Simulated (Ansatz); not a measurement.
## P on Mo(100): change of the work function: cost of one run

Ansatz 0.2.0; plane-wave DFT, PBE, Ansatz PAW. The cell holds 18 atoms.

Input file input.yaml:

```yaml
crystal:
  lattice:
    - [6.3, 0.0, 0.0]
    - [0.0, 6.3, 0.0]
    - [0.0, 0.0, 24.1040628006]
  atoms:
    - { symbol: Mo, position: [0.25, 0.25, 0.3733810385] }
    - { symbol: Mo, position: [0.0, 0.0, 0.4387227202] }
    - { symbol: Mo, position: [0.25, 0.25, 0.5068428479] }
[... 9 atom lines left out ...]
    - { symbol: Mo, position: [0.75, 0.75, 0.3733810385] }
    - { symbol: Mo, position: [0.5, 0.5, 0.4387227202] }
    - { symbol: Mo, position: [0.75, 0.75, 0.5068428479] }
    - { symbol: Mo, position: [0.5, 0.5, 0.5641719568] }
    - { symbol: P, position: [0.25, 0.25, 0.6266189615] }
    - { symbol: P, position: [0.75, 0.75, 0.6266189615] }
kpoints:
  mp_grid: { grid: [6, 6, 1] }
hamiltonian:
  xc: pbe
scf:
  occupations: { method: fermi_dirac, width: 0.1 }
  convergence: { dr2_threshold: 1.0e-08 }
efield:
  axis: 3
  dipole_correction: true
  ramp_position: 0.97
  ramp_width: 0.06
relax:
  f_tol: 0.02
  max_steps: 60
  constraints: [{ sites: [0, 1, 4, 5, 8, 9, 12, 13] }]
output:
  dos: { projected: true, e_range: [-8, 4] }
  write_potential: true
  write_density: true
  volumetric_format: npy
  elf: true
```

Run with:

```bash
ansatz run input.yaml --threads 4 --pin off --max-ram 16384MiB --backend cpu --events-out ev --progress --plain --runs-dir out
```

The cutoff in use is 420 eV. For reference, a run of the same kind (5 atoms, 28 k-points, 37 bands and 4,721 plane waves; 47 SCF cycles) took 52 s and 0.6 GiB on the same hardware.

Q: Estimate wall time and peak memory on 4 threads of Arm Neoverse N1, shared host.

A cutoff of 420 eV is a sphere of radius 10.5 Å⁻¹, so a cell of 957 Å³ holds about V·G³/6π² = 18,697 plane waves. At two electrons a band, the 234 electrons need 117 bands, and 24 more are carried. Symmetry cuts the 6×6×1 mesh from 36 to 10 points. The run has 10 k-points, 141 bands and 18,741 plane waves. Taking the work of a cycle as k-points × spins × bands × plane waves, that is 5.4 times the reference, or 4.7 min at the reference's 47 cycles. The run needed 46 SCF cycles over 5 ionic steps, which makes it about 4.6 min. One copy of the wavefunctions takes 0.39 GiB at 16 bytes a coefficient, against 0.073 GiB in the reference; grids, projectors and work arrays come on top. Measured: about 5.9 min, with a peak of 3.4 GiB. The run took longer than the estimate, which leaves out the steps that grow as the square of the band count.

[Logs are printed without paths, hosts, clocks, repeated set-up lines and the standing remarks that a program may print on its own settings, such as how far it seeks lower states.]

[Hosts, paths, dates, database ids (printed as entryN), source tags and the programs' standing remarks are cut or masked in the printed files.]

[Maps of the electrostatic potential energy from Ansatz leave out the sawtooth potential of an applied field or a dipole correction, so their vacuum need not be flat; planar profiles and work functions include it.]
